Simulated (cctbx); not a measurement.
## Symmetry from intensities

Cell: a = 13.6930 Å, b = 4.1340 Å, c = 11.2770 Å, α = 90.00°, β = 90.00°, γ = 90.00°. Expected content of the cell: Ag4 Sc4 K4 S12 Na4.

The data are simulated with cctbx, not measured: synchrotron X-rays, λ = 0.4959 Å, to d = 0.8 Å, 95 % of the full sphere, strongest reflection 5000 counts, noise from counting, a 1.5 % proportional error and a noise floor of 4 counts (s.d.); no absorption, some extinction.

A first pass over the reflections prints:

```text
4915 reflections to d = 0.800 A
centring   violations  <I/sigma> of those
    A       1384 of  2411      6.7
    B       1453 of  2452      7.4
    C       1527 of  2471      7.5
    I       1495 of  2451      7.3
    R       2009 of  3271      7.4
    F       2182 of  3667      7.2
Laue class    unique    Rint  (classes that these axes allow; Friedel mates merged)
P -1             2593   0.047
P 1 2/m 1        1491   0.056
P 1 1 2/m        1375   0.058
P 2/m 1 1        1364   0.057
P m m m           816   0.061
space group    extra absences  I>4sigma  <I/sigma>
P 2 2 2                 0          0         -  acentric
P 2 2 21               12          0       0.1  acentric
P 21 2 2               17          0      -0.4  acentric
P 2 21 2                6          0      -0.0  acentric
P 21 21 2              23          0      -0.3  acentric
P 2 21 21              18          0       0.1  acentric
P 21 2 21              29          0      -0.2  acentric
P 21 21 21             35          0      -0.2  acentric
P m m 2                 0          0         -  acentric
P 2 m m                 0          0         -  acentric
P m 2 m                 0          0         -  acentric
P 21 m a              129          0       0.0  acentric
P m 2 a               129          0       0.0  acentric
P n m 21              104          0       0.1  acentric
P n 21 m              104          0       0.1  acentric
P n 21 a              233          0       0.0  acentric
P m m m                 0          0         -  centric
P m m a               129          0       0.0  centric
P n m m :1            104          0       0.1  centric
P n m m :2            104          0       0.1  centric
P n m a               233          0       0.0  centric
Wilson B = 0.32 A^2   <|E^2-1|> = 0.866 (0.968 centric, 0.736 acentric)   E^2>4: 2.5 %
shell (A)         n   <I/sigma>
13.69 - 1.60    130     21.6
 1.60 - 1.27    102     19.3
 1.27 - 1.11    101     18.9
 1.11 - 1.01     97     15.6
 1.01 - 0.94    101     13.2
 0.94 - 0.88     98     13.5
 0.88 - 0.84     87     13.7
 0.84 - 0.80    100     13.4
```

**Question.** What are the lattice type, the Laue class and the likely space group?

Every centring test has many violations, so the lattice is primitive.

Rint stays low (0.047 to 0.061) up to P m m m, the highest class in these axes.

21 settings pass the absence test. The most absences obeyed, 233, belong to P n 21 a and P n m a, which absences can't tell apart.

⟨|E²−1|⟩ = 0.866 lies between the two ideal values. The Wilson B of 0.32 Å² means U ≈ 0.0041 Å².

The true group is Pnma (no. 62), Laue class mmm, centrosymmetric. The tables only narrow the choice to the tied entries; cell content, site symmetry and trial solutions must settle it.

The model is made up (kin elements in a known structure type, no relaxation), so it says nothing on whether the phase exists.

[Logs are printed without paths, hosts, clocks, repeated set-up lines and the standing remarks that a program may print on its own settings, such as how far it seeks lower states.]
